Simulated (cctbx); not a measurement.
# Accept or mend?

Cell a = 9.8090 Å, b = 10.5530 Å, c = 10.6340 Å, α = 90.00°, β = 90.00°, γ = 90.00°; space group Fmmm (no. 69).

Simulated single-crystal data (cctbx): Mo Kα, λ = 0.71073 Å, to d = 0.75 Å, 70 % of the full sphere, strongest reflection 40000 counts, noise from counting, a 4 % proportional error and a noise floor of 8 counts (s.d.); no absorption, and some extinction, which the refinements don't model.

An isotropic refinement with weights 1/σ² prints:

```text
Rint 0.030, 398 unique reflections to 0.75 A
cycle     R1     wR2    GooF  max shift (A)
   1  0.7823  0.9539  33.117   0.43445
   9  0.0153  0.0323   1.121   0.00000
final R1 0.0153 wR2 0.0323 GooF 1.121  parameters 9  data/parameter 44.2
atom        x        y        z      Ueq    occ   su(xyz)  su(Uiso or U11)
Rb1    0.75000  0.75000  0.25000   0.0048  1.000  0.00000  0.0001
Br1    0.25148  0.00000  0.00000   0.0069  1.000  0.00004  0.0001
Br2    0.50000  0.28349  0.00000   0.0049  1.000  0.00004  0.0001
Br3    0.50000  0.00000  0.22144   0.0076  1.000  0.00004  0.0001
Zn1    0.00000  0.00000  0.00000   0.0067  1.000  0.00000  0.0002
Zn2    0.50000  0.00000  0.00000   0.0073  1.000  0.00000  0.0002
difference map: max 0.89 min -1.48 rms 0.21
Q1    0.0000  0.0000  0.4438    8    0.94  0.60 A from Zn2
Q2    0.0829  0.0000  0.2517   16    0.57  0.86 A from Br3
Q3    0.0833  0.0000  0.5000    8    0.53  0.82 A from Zn2
Q4    0.1170  0.2071  0.4128   32    0.49  1.68 A from Br2
Q5    0.0399  0.1555  0.5000   16    0.48  1.41 A from Br2
Q6    0.1231  0.0574  0.3439   32    0.47  1.52 A from Br3
```

**Question.** Can this result stand? If not, what is the likely fault?

It can stand. The set-up had a fault (start far from the minimum), but the refinement still reached the right minimum: R1 = 0.0153, wR2 = 0.0323, GooF = 1.12 against R1 = 0.0153, wR2 = 0.0323, GooF = 1.12 for the right model.

The compound is RbZnBr3. The right model at the same level gives:

```text
Rint 0.030, 398 unique reflections to 0.75 A
cycle     R1     wR2    GooF  max shift (A)
   1  0.1515  0.3549  12.322   0.04629
   2  0.0153  0.0323   1.121   0.00000
final R1 0.0153 wR2 0.0323 GooF 1.121  parameters 9  data/parameter 44.2
atom        x        y        z      Ueq    occ   su(xyz)  su(Uiso or U11)
Rb1    0.75000  0.75000  0.25000   0.0048  1.000  0.00000  0.0001
Br1    0.25148  0.00000  0.00000   0.0069  1.000  0.00004  0.0001
Br2    0.50000  0.28349  0.00000   0.0049  1.000  0.00004  0.0001
Br3    0.50000  0.00000  0.22144   0.0076  1.000  0.00004  0.0001
Zn1    0.00000  0.00000  0.00000   0.0067  1.000  0.00000  0.0002
Zn2    0.50000  0.00000  0.00000   0.0073  1.000  0.00000  0.0002
difference map: max 0.89 min -1.48 rms 0.21
Q1    0.0000  0.0000  0.4438    8    0.94  0.60 A from Zn2
Q2    0.0829  0.0000  0.2517   16    0.57  0.86 A from Br3
Q3    0.0833  0.0000  0.5000    8    0.53  0.82 A from Zn2
Q4    0.1170  0.2071  0.4128   32    0.49  1.68 A from Br2
Q5    0.0399  0.1555  0.5000   16    0.48  1.41 A from Br2
Q6    0.1231  0.0574  0.3439   32    0.47  1.52 A from Br3
```

This is a model crystal, built by substitution and not relaxed, with assumed displacement parameters.

[Middle refinement cycles are left out of these outputs.]

[Logs are printed without paths, hosts, clocks, repeated set-up lines and the standing remarks that a program may print on its own settings, such as how far it seeks lower states.]
